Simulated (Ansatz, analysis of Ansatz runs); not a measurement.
# CsLiBr2 (P4/nmm), nudged elastic band: Zn_i hop between interstitial places (q = +2), part 3 of 4

Wanted: path and barrier of a jump of Zn in CsLiBr2 (P4/nmm) at charge +2. The case: Zn_i hop between interstitial places, in a cell of 32 host atoms with 1 Zn put in.

Ansatz 0.2.0; plane-wave PAW DFT, PBEsol; nudged elastic band between two relaxed defect structures at fixed charge in a uniform background.

So far: The starting structure; Relaxation of the start point, charge +2; Relaxation of the end point, charge +2.

## 4. Nudged elastic band, charge +2

3 movable images are laid between the ends on a pair-potential path, which keeps atoms from colliding in the first guess. Each image feels the true force across the path and a spring force along it. The highest image is set to climb to the top of the path.

This step: plane-wave PAW DFT, PBEsol; nudged elastic band between two relaxed defect structures at fixed charge in a uniform background.

The input, qp2.neb/input.yaml:

```yaml
crystal:
  lattice:
    - [-5.10743539, 5.10743539, 9.811082]
    - [5.10743539, -5.10743539, 9.811082]
    - [5.10743539, 5.10743539, -9.811082]
  atoms:
    - { symbol: Cs, position: [0.41770712, 0.13745289, 0.28044259] }
    - { symbol: Cs, position: [0.40590785, 0.65178373, 0.7544105] }
    - { symbol: Cs, position: [0.85699584, 0.13748575, 0.71979185] }
    - { symbol: Cs, position: [0.89733336, 0.65169628, 0.24580043] }
    - { symbol: Cs, position: [0.36215678, 0.08180711, 0.71945913] }
    - { symbol: Cs, position: [0.36221518, 0.64273465, 0.2803415] }
    - { symbol: Cs, position: [0.84802656, 0.09384813, 0.24567158] }
    - { symbol: Cs, position: [0.84800551, 0.60229025, 0.75411033] }
    - { symbol: Li, position: [0.03785095, 0.28033797, 0.24241201] }
    - { symbol: Li, position: [0.03784302, 0.79567629, 0.75772476] }
    - { symbol: Li, position: [0.54286452, 0.30048906, 0.75752008] }
    - { symbol: Li, position: [0.54294045, 0.78560996, 0.24265465] }
    - { symbol: Li, position: [0.21971062, 0.46215758, 0.75772032] }
    - { symbol: Li, position: [0.19896293, 0.95673259, 0.24231254] }
    - { symbol: Li, position: [0.70413672, 0.4620937, 0.24219917] }
    - { symbol: Li, position: [0.71415016, 0.9567288, 0.75750868] }
    - { symbol: Br, position: [0.11916103, 0.31825808, 0.80096184] }
    - { symbol: Br, position: [0.07286395, 0.83101825, 0.24176452] }
    - { symbol: Br, position: [0.51719025, 0.31824785, 0.19895282] }
    - { symbol: Br, position: [0.58907345, 0.83103506, 0.75799493] }
    - { symbol: Br, position: [0.18153975, 0.38065005, 0.19913571] }
    - { symbol: Br, position: [0.18146755, 0.9825614, 0.80102681] }
    - { symbol: Br, position: [0.66853467, 0.426613, 0.75800622] }
    - { symbol: Br, position: [0.6686423, 0.9107879, 0.24223718] }
    - { symbol: Br, position: [0.00015642, 0.00039691, -4.345e-05] }
    - { symbol: Br, position: [0.00079444, 0.50084317, 0.50010289] }
    - { symbol: Br, position: [0.49988131, -7.637e-05, 0.50008551] }
    - { symbol: Br, position: [0.49958425, 0.49982225, -2.514e-05] }
    - { symbol: Br, position: [0.247505, 0.25163316, 0.49989067] }
    - { symbol: Br, position: [0.24758496, 0.74781424, -0.0039695] }
    - { symbol: Br, position: [0.75161691, 0.25175408, 0.00416709] }
    - { symbol: Br, position: [0.75163833, 0.74761605, 0.49999778] }
    - { symbol: Zn, position: [0.24980469, 0.24993549, 2.359e-05] }
total_charge: 2
basis:
  ecutwfc: 420
  xc_grid: 2
hamiltonian:
  xc: pbesol
kpoints:
  mp_grid: { grid: [1, 1, 1], shift: [0.25, 0.25, 0.25] }
scf:
  occupations: { method: fermi_dirac, width: 0.01 }
  max_iter: 100
output:
  forces: true
neb:
  images: 3
  f_tol: 0.05
  climbing: true
  initial_path: idpp
  max_iterations: 45
  order_check: true
  final_atoms:
    - { symbol: Cs, position: [0.40228242, 0.15646801, 0.25527557] }
    - { symbol: Cs, position: [0.40234545, 0.64861314, 0.74737949] }
    - { symbol: Cs, position: [0.88809135, 0.16824774, 0.78200575] }
    - { symbol: Cs, position: [0.8880524, 0.60751123, 0.22134803] }
    - { symbol: Cs, position: [0.3930567, 0.11305031, 0.78118676] }
[... 1 atom line left out ...]
    - { symbol: Cs, position: [0.83208148, 0.11277472, 0.22052039] }
[... 5 atom lines left out ...]
    - { symbol: Li, position: [0.21266017, 0.45537158, 0.74363301] }
[... 3 atom lines left out ...]
    - { symbol: Br, position: [0.06862902, 0.26783414, 0.69979532] }
    - { symbol: Br, position: [0.06862776, 0.87005801, 0.3020931] }
    - { symbol: Br, position: [0.58114011, 0.33980571, 0.25867103] }
[... 1 atom line left out ...]
    - { symbol: Br, position: [0.17728835, 0.41905038, 0.25972011] }
    - { symbol: Br, position: [0.13093483, 0.93204331, 0.70032102] }
[... 1 atom line left out ...]
    - { symbol: Br, position: [0.73305723, 0.93185891, 0.30260543] }
[... 8 atom lines left out ...]
    - { symbol: Zn, position: [0.00049695, 0.00043821, -0.49865486] }
```

On the command line:

```sh
$ ansatz run input.yaml --threads 4 --pin off --max-ram 7536MiB --backend cpu --events-out ev --progress --plain --runs-dir out
```

Numbers of over 12 decimals in the logs are rounded to 6 here.

The log of the run:

```text
[...]
Warning: neb: disabling space-group detection — the band's intermediate images generally break the endpoint symmetry, so the full k-mesh is solved, and no spatial operation symmetrises the density, except that a semilocal band can use its path's symmetry [...]
[...]
parallel-image band execution: 3 concurrent image workers
NEB image 0
Crystal: 33 atoms, lattice volume = 1023.723 Å³
Basis set: ecut = 420 eV, 20049 PW (Γ), exchange–correlation on 180×180×180 points (8 copies of the dense FFT grid, shifted against one another)
Bands: 142, of which v1, the nominal top of the filled ones, is band 109 counted from 1 (108 counted from 0)
Symmetry: 1 space group operations
k-points: 1
[...]
SCF iter   1: F=—  HF=-93436.654957 eV  |F-HF|=—  |Δ(HF+E_count)|=         —  Δρ=8.42e-3  dr2=8.13e-1  ethr=1.77e-3  ⟨swp⟩=8.0  Hψ=716  notcnv=0  defer=14
[...]
SCF iter   9: F=-93436.364048 eV  HF=-93436.364048 eV  |F-HF|=5.45e-8  |Δ(HF+E_count)|=   8.98e-7  Δρ=1.89e-6  dr2=5.34e-8  ethr=4.59e-11  ⟨swp⟩=5.0  Hψ=522  notcnv=0
SCF 1 converged in 9 iterations: F = -93436.364048 eV  dr2 = 5.34e-8
[...]
NSCF: frozen V_eff on 1 k-points
NEB image 4
SCF iter   1: F=—  HF=-93436.654205 eV  |F-HF|=—  |Δ(HF+E_count)|=         —  Δρ=8.43e-3  dr2=8.13e-1  ethr=1.77e-3  ⟨swp⟩=8.0  Hψ=717  notcnv=0  defer=12
[...]
SCF iter   9: F=-93436.363789 eV  HF=-93436.363788 eV  |F-HF|=5.62e-8  |Δ(HF+E_count)|=   9.07e-7  Δρ=1.81e-6  dr2=5.00e-8  ethr=4.59e-11  ⟨swp⟩=5.0  Hψ=521  notcnv=0
SCF 2 converged in 9 iterations: F = -93436.363789 eV  dr2 = 5.00e-8
[...]
NEB end point (image 0): max|allowed force component| = 3.476e-3 eV/Å (the criterion of neb.relax_end_points is 1.000e-2)
NEB end point (image 4): max|allowed force component| = 1.239e-2 eV/Å (the criterion of neb.relax_end_points is 1.000e-2)
NEB image 1
SCF iter   1: F=—  HF=-93435.602734 eV  |F-HF|=—  |Δ(HF+E_count)|=         —  Δρ=9.24e-3  dr2=1.20e0  ethr=1.77e-3  ⟨swp⟩=8.0  Hψ=719  notcnv=0  defer=18
[...]
SCF iter   9: F=-93435.132926 eV  HF=-93435.132926 eV  |F-HF|=9.75e-8  |Δ(HF+E_count)|=   1.08e-6  Δρ=1.82e-6  dr2=7.49e-8  ethr=4.59e-11  ⟨swp⟩=5.0  Hψ=542  notcnv=0
SCF 3 converged in 9 iterations: F = -93435.132926 eV  dr2 = 7.49e-8
NEB image 2
SCF iter   1: F=—  HF=-93434.801765 eV  |F-HF|=—  |Δ(HF+E_count)|=         —  Δρ=9.34e-3  dr2=1.17e0  ethr=1.77e-3  ⟨swp⟩=9.0  Hψ=770  notcnv=0  defer=4
[...]
SCF iter   9: F=-93434.340723 eV  HF=-93434.340723 eV  |F-HF|=4.60e-8  |Δ(HF+E_count)|=   7.32e-7  Δρ=1.89e-6  dr2=5.22e-8  ethr=4.59e-11  ⟨swp⟩=5.0  Hψ=504  notcnv=0
SCF 4 converged in 9 iterations: F = -93434.340723 eV  dr2 = 5.22e-8
NEB image 3
SCF iter   1: F=—  HF=-93435.601438 eV  |F-HF|=—  |Δ(HF+E_count)|=         —  Δρ=9.24e-3  dr2=1.20e0  ethr=1.77e-3  ⟨swp⟩=8.0  Hψ=719  notcnv=0  defer=18
[...]
SCF iter   9: F=-93435.131749 eV  HF=-93435.131749 eV  |F-HF|=9.31e-8  |Δ(HF+E_count)|=   1.04e-6  Δρ=1.86e-6  dr2=7.46e-8  ethr=4.59e-11  ⟨swp⟩=5.0  Hψ=534  notcnv=0
SCF 5 converged in 9 iterations: F = -93435.131749 eV  dr2 = 7.46e-8
NEB iter   1: max|band force component| = 8.212e-1 eV/Å  barrier→ = 2.0233 eV  barrier← = 2.0231 eV  Δτ_max = 0.1889 Å  (45 SCF iters)
NEB image 1
[...]
iter 1 solved again at ethr=8.88e-5 eV; its pass at ethr=3.10e-3 eV (dr2=1.94e-1 eV) is discarded
[...]
SCF iter   8: F=-93435.413648 eV  HF=-93435.413648 eV  |F-HF|=2.18e-8  |Δ(HF+E_count)|=   1.49e-7  Δρ=8.66e-7  dr2=1.50e-8  ethr=4.59e-11  ⟨swp⟩=4.0  Hψ=465  notcnv=0
SCF 6 converged in 8 iterations: F = -93435.413648 eV  dr2 = 1.50e-8
NEB image 2
[...]
SCF iter   8: F=-93434.616976 eV  HF=-93434.616976 eV  |F-HF|=2.13e-8  |Δ(HF+E_count)|=   2.32e-7  Δρ=9.02e-7  dr2=1.44e-8  ethr=4.59e-11  ⟨swp⟩=5.0  Hψ=465  notcnv=0
SCF 7 converged in 8 iterations: F = -93434.616976 eV  dr2 = 1.44e-8
NEB image 3
[...]
SCF iter   8: F=-93435.410730 eV  HF=-93435.410730 eV  |F-HF|=2.16e-8  |Δ(HF+E_count)|=   1.48e-7  Δρ=8.62e-7  dr2=1.49e-8  ethr=4.59e-11  ⟨swp⟩=5.0  Hψ=466  notcnv=0
SCF 8 converged in 8 iterations: F = -93435.410730 eV  dr2 = 1.49e-8
NEB iter   2: max|band force component| = 2.650e-1 eV/Å  barrier→ = 1.7471 eV  barrier← = 1.7468 eV  CI = image 2  Δτ_max = 0.1620 Å  (24 SCF iters)
NEB image 1
[...]
SCF iter   8: F=-93435.536319 eV  HF=-93435.536319 eV  |F-HF|=2.12e-8  |Δ(HF+E_count)|=   1.60e-7  Δρ=8.10e-7  dr2=1.32e-8  ethr=4.59e-11  ⟨swp⟩=4.0  Hψ=456  notcnv=0
SCF 9 converged in 8 iterations: F = -93435.536319 eV  dr2 = 1.32e-8
NEB image 2
[...]
SCF iter   7: F=-93434.653823 eV  HF=-93434.653823 eV  |F-HF|=6.59e-8  |Δ(HF+E_count)|=   1.62e-6  Δρ=2.20e-6  dr2=5.99e-8  ethr=4.59e-11  ⟨swp⟩=4.0  Hψ=650  notcnv=0
SCF 10 converged in 7 iterations: F = -93434.653823 eV  dr2 = 5.99e-8
NEB image 3
[...]
SCF iter   8: F=-93435.532341 eV  HF=-93435.532341 eV  |F-HF|=2.08e-8  |Δ(HF+E_count)|=   1.57e-7  Δρ=8.09e-7  dr2=1.31e-8  ethr=4.59e-11  ⟨swp⟩=4.0  Hψ=464  notcnv=0
SCF 11 converged in 8 iterations: F = -93435.532341 eV  dr2 = 1.31e-8
NEB iter   3: max|band force component| = 1.177e-1 eV/Å  barrier→ = 1.7102 eV  barrier← = 1.7100 eV  CI = image 2  Δτ_max = 0.0426 Å  (23 SCF iters)
[...]
NEB iter   4: max|band force component| = 1.135e-1 eV/Å  barrier→ = 1.6985 eV  barrier← = 1.6982 eV  CI = image 2  Δτ_max = 0.0524 Å  (21 SCF iters)
[...]
NEB iter   5: max|band force component| = 7.947e-2 eV/Å  barrier→ = 1.6941 eV  barrier← = 1.6939 eV  CI = image 2  Δτ_max = 0.0315 Å  (20 SCF iters)
[...]
NEB iter   6: max|band force component| = 6.418e-2 eV/Å  barrier→ = 1.6922 eV  barrier← = 1.6919 eV  CI = image 2  Δτ_max = 0.0226 Å  (21 SCF iters)
NEB image 1
[...]
SCF iter   6: F=-93435.599040 eV  HF=-93435.599040 eV  |F-HF|=4.33e-8  |Δ(HF+E_count)|=   3.07e-7  Δρ=1.56e-6  dr2=2.98e-8  ethr=4.59e-11  ⟨swp⟩=5.0  Hψ=527  notcnv=0
SCF 21 converged in 6 iterations: F = -93435.599040 eV  dr2 = 2.98e-8
NEB image 2
[...]
SCF iter   7: F=-93434.672598 eV  HF=-93434.672598 eV  |F-HF|=7.57e-10  |Δ(HF+E_count)|=   4.78e-8  Δρ=1.02e-6  dr2=1.56e-8  ethr=4.59e-11  ⟨swp⟩=5.0  Hψ=486  notcnv=0
SCF 22 converged in 7 iterations: F = -93434.672598 eV  dr2 = 1.56e-8
NEB image 3
[...]
SCF 48 converged in 9 iterations: F = -93434.899775 eV  dr2 = 5.38e-8
NEB point between images 2 and 3
[...]
SCF iter   9: F=-93434.898059 eV  HF=-93434.898059 eV  |F-HF|=5.46e-8  |Δ(HF+E_count)|=   3.50e-7  Δρ=1.86e-6  dr2=4.87e-8  ethr=4.59e-11  ⟨swp⟩=5.0  Hψ=512  notcnv=0
SCF 49 converged in 9 iterations: F = -93434.898059 eV  dr2 = 4.87e-8
NEB point between images 3 and 4
[...]
SCF iter   9: F=-93436.003004 eV  HF=-93436.003004 eV  |F-HF|=2.23e-8  |Δ(HF+E_count)|=   9.26e-8  Δρ=1.33e-6  dr2=2.21e-8  ethr=4.59e-11  ⟨swp⟩=4.0  Hψ=457  notcnv=0
SCF 50 converged in 9 iterations: F = -93436.003004 eV  dr2 = 2.21e-8
NEB point between images 0 and 1
[...]
SCF iter   9: F=-93436.226774 eV  HF=-93436.226774 eV  |F-HF|=4.64e-8  |Δ(HF+E_count)|=   2.53e-7  Δρ=1.86e-6  dr2=4.67e-8  ethr=4.59e-11  ⟨swp⟩=5.0  Hψ=487  notcnv=0
SCF 51 converged in 9 iterations: F = -93436.226774 eV  dr2 = 4.67e-8
NEB point between images 0 and 1
[...]
SCF iter   8: F=-93435.788596 eV  HF=-93435.788596 eV  |F-HF|=1.22e-8  |Δ(HF+E_count)|=   2.33e-7  Δρ=1.04e-6  dr2=1.89e-8  ethr=4.59e-11  ⟨swp⟩=5.0  Hψ=496  notcnv=0
SCF 52 converged in 8 iterations: F = -93435.788596 eV  dr2 = 1.89e-8
NEB point between images 1 and 2
[...]
SCF iter   8: F=-93435.219753 eV  HF=-93435.219753 eV  |F-HF|=5.50e-8  |Δ(HF+E_count)|=   5.92e-7  Δρ=2.02e-6  dr2=5.68e-8  ethr=4.59e-11  ⟨swp⟩=5.0  Hψ=558  notcnv=0
SCF 53 converged in 8 iterations: F = -93435.219753 eV  dr2 = 5.68e-8
NEB point between images 1 and 2
[...]
SCF iter   9: F=-93434.721198 eV  HF=-93434.721198 eV  |F-HF|=5.28e-8  |Δ(HF+E_count)|=   8.35e-7  Δρ=1.84e-6  dr2=7.80e-8  ethr=4.59e-11  ⟨swp⟩=5.0  Hψ=533  notcnv=0
SCF 54 converged in 9 iterations: F = -93434.721198 eV  dr2 = 7.80e-8
NEB point between images 2 and 3
[...]
SCF iter   8: F=-93434.720858 eV  HF=-93434.720858 eV  |F-HF|=4.34e-8  |Δ(HF+E_count)|=   1.01e-6  Δρ=1.66e-6  dr2=5.12e-8  ethr=4.59e-11  ⟨swp⟩=4.0  Hψ=563  notcnv=0
SCF 55 converged in 8 iterations: F = -93434.720858 eV  dr2 = 5.12e-8
NEB point between images 2 and 3
[...]
SCF iter  10: F=-93435.216028 eV  HF=-93435.216028 eV  |F-HF|=4.16e-9  |Δ(HF+E_count)|=   1.75e-7  Δρ=7.21e-7  dr2=1.08e-8  ethr=4.59e-11  ⟨swp⟩=4.0  Hψ=453  notcnv=0
SCF 56 converged in 10 iterations: F = -93435.216028 eV  dr2 = 1.08e-8
NEB point between images 3 and 4
[...]
SCF iter   8: F=-93435.787101 eV  HF=-93435.787101 eV  |F-HF|=1.21e-8  |Δ(HF+E_count)|=   2.34e-7  Δρ=1.04e-6  dr2=1.90e-8  ethr=4.59e-11  ⟨swp⟩=5.0  Hψ=496  notcnv=0
SCF 57 converged in 8 iterations: F = -93435.787101 eV  dr2 = 1.90e-8
NEB point between images 3 and 4
[...]
SCF iter   9: F=-93436.227352 eV  HF=-93436.227352 eV  |F-HF|=4.61e-8  |Δ(HF+E_count)|=   2.52e-7  Δρ=1.85e-6  dr2=4.63e-8  ethr=4.59e-11  ⟨swp⟩=5.0  Hψ=487  notcnv=0
SCF 58 converged in 9 iterations: F = -93436.227352 eV  dr2 = 4.63e-8
NEB iter   7: max|band force component| = 3.006e-2 eV/Å  barrier→ = 1.6914 eV  barrier← = 1.6912 eV  CI = image 2  CI's point: of a kind that is not told: the force calls were inconclusive, a negative curvature could not be distinguished from the path's own, the only one lies far off the path, or fixed occupations may fill a level only in part  Δτ_max = 0.0000 Å  (315 SCF iters)
SCF converged after 7 iterations
Free energy (F): -93434.672598 eV
[...]
Internal energy: -93434.672598 eV  (E = F + TS)
E sigma→0 (E₀):  -93434.672598 eV
Fermi energy:    3.708829 eV
[...]
--- Forces (eV/Å), atoms counted from 1 ---
  atom   1  Cs     0.00113340    -0.00426135     0.00726274
  atom   2  Cs    -0.00538875     0.00540498    -0.00051080
  atom   3  Cs    -0.00208403     0.00220911    -0.00365163
  [... 1 atom left out ...]
  atom   5  Cs     0.00444273    -0.00456105     0.00409149
  [... 7 atoms left out ...]
  atom  13  Li     0.00203559    -0.00195769     0.00362121
  [... 3 atoms left out ...]
  atom  17  Br     0.02278525    -0.02283922     0.02781338
  atom  18  Br    -0.00564856     0.00156864     0.00244431
  atom  19  Br    -0.00173100     0.00570606     0.00307555
  [... 1 atom left out ...]
  atom  21  Br    -0.00766781    -0.00718285     0.00206072
  atom  22  Br    -0.01414694     0.01417698    -0.03006198
  [... 1 atom left out ...]
  atom  24  Br     0.00698641     0.00754186     0.00166654
  [... 8 atoms left out ...]
  atom  33  Zn    -0.00677032     0.00668225    -0.00152824
  max |Σ_I F_I| component: 3.06e-5 eV/Å
--- Band table (eV) ---
[...]
this run last wrote the band of iteration 7 to <dir>
--- NEB band (5 images, 7 band iterations, 469 SCF iterations) ---
  forward barrier  = 1.691450 eV
  backward barrier = 1.691190 eV
  lagrangian_above_aufbau_ev (what the smearing adds, to first order; not taken off the barriers): saddle image -0.000000 eV, end points -0.000000 and -0.000000 eV
  climbing image's point = of a kind that is not told: the force calls were inconclusive, a negative curvature could not be distinguished from the path's own, the only one lies far off the path, or fixed occupations may fill a level only in part (lowest [...]
  energies are F+E_penalty+E_count in eV, relative to image 0
  image     s (Å)  Δ vs image 0  max|band force component| (eV/Å)
      0    0.0000      0.000000                                 —
      1    1.2026      0.765008                          1.550e-2
  *   2    2.4052      1.691450                          3.006e-2
      3    3.6050      0.768997                          1.652e-2
      4    4.8049      0.000260                                 —
  climbing-image geometry (image 2):
  cell:  # Å, volume = 1023.7235 Å³
    - [-5.10743539, 5.10743539, 9.811082]
    - [5.10743539, -5.10743539, 9.811082]
    - [5.10743539, 5.10743539, -9.811082]
  atoms:
    - { symbol: Cs, position: [0.408650, 0.152236, 0.265781] }
    - { symbol: Cs, position: [0.411381, 0.646933, 0.750755] }
    - { symbol: Cs, position: [0.856373, 0.149965, 0.750829] }
    - { symbol: Cs, position: [0.893541, 0.637120, 0.235555] }
    - { symbol: Cs, position: [0.400393, 0.100125, 0.750433] }
    - { symbol: Cs, position: [0.353244, 0.615291, 0.266383] }
    - { symbol: Cs, position: [0.837388, 0.099387, 0.234623] }
    - { symbol: Cs, position: [0.839378, 0.603152, 0.750468] }
    - { symbol: Li, position: [0.046408, 0.292562, 0.250835] }
    - { symbol: Li, position: [0.021936, 0.775184, 0.750569] }
    - { symbol: Li, position: [0.538693, 0.303793, 0.750679] }
    - { symbol: Li, position: [0.546394, 0.792461, 0.250570] }
    - { symbol: Li, position: [0.227746, 0.471767, 0.750617] }
    - { symbol: Li, position: [0.203155, 0.960188, 0.253704] }
    - { symbol: Li, position: [0.699869, 0.456958, 0.247329] }
    - { symbol: Li, position: [0.714529, 0.947161, 0.750496] }
    - { symbol: Br, position: [0.082115, 0.314230, 0.750483] }
    - { symbol: Br, position: [0.085466, 0.857083, 0.286517] }
    - { symbol: Br, position: [0.549099, 0.320932, 0.214165] }
    - { symbol: Br, position: [0.584619, 0.826947, 0.750494] }
    - { symbol: Br, position: [0.165384, 0.403828, 0.228435] }
    - { symbol: Br, position: [0.172746, 0.933973, 0.750644] }
    - { symbol: Br, position: [0.668714, 0.422967, 0.750679] }
    - { symbol: Br, position: [0.688059, 0.926289, 0.273405] }
    - { symbol: Br, position: [-0.000575, -0.002976, 0.000619] }
    - { symbol: Br, position: [-0.001245, 0.498781, 0.503877] }
    - { symbol: Br, position: [0.498972, -0.001604, 0.495436] }
    - { symbol: Br, position: [0.501650, 0.503101, -0.000266] }
    - { symbol: Br, position: [0.252612, 0.253955, 0.501501] }
    - { symbol: Br, position: [0.245872, 0.745951, -0.002665] }
    - { symbol: Br, position: [0.754045, 0.253644, 0.005802] }
    - { symbol: Br, position: [0.749450, 0.746925, 0.500505] }
    - { symbol: Zn, position: [0.131950, 0.123783, -0.249469] }
```

Run time: 3.6 min. Hardware: 4 threads of Intel Xeon 6975P-C (Granite Rapids), shared host; peak memory 3.7 GiB.

The column dr2 measures how far the density is from self-consistency, as an energy; F and HF (Harris–Foulkes) agree once it is small.

The path, image by image:

```csv
image,path (Å),energy (eV),"Zn33: x, y, z (Å)"
0,0.000,0.0000,"0.001, -0.001, 4.903"
1,1.203,0.7650,"-0.676, -0.451, 5.061"
2,2.405,1.6914,"-1.316, -1.232, 4.957"
3,3.605,0.7690,"-2.094, -1.872, 5.059"
4,4.805,0.0003,"-2.547, -2.547, 4.902"
```

This step gave:

```
free energy      : -93434.6726 eV
barrier forward  : 1.691 eV
barrier backward : 1.691 eV
end less start   : 2.60e-4 eV
hop length       : 3.602 Å
```

Track of the atom that was set to move:

```csv
image,x (Å),y (Å),z (Å),nearest neighbour,distance (Å)
0,0.001,-0.001,4.903,Br,2.436
1,-0.676,-0.451,5.061,Br,2.32
2,-1.316,-1.232,4.957,Br,2.217
3,-2.094,-1.872,5.059,Br,2.319
4,-2.547,-2.547,4.902,Br,2.436
```

The band met its tolerance of 0.05 eV/Å after 7 iterations, with image 2 on top (the start counts as 0). Zn33, which moves farthest between the ends, has 4 Br at 2.44 Å nearest at the start and 2 Br at 2.22 Å at the top.

(Continued in part 4 of 4.)

[Logs are printed without paths, hosts, clocks, repeated set-up lines and the standing remarks that a program may print on its own settings, such as how far it seeks lower states.]

[Hosts, paths, dates, database ids (printed as entryN), source tags and the programs' standing remarks are cut or masked in the printed files.]
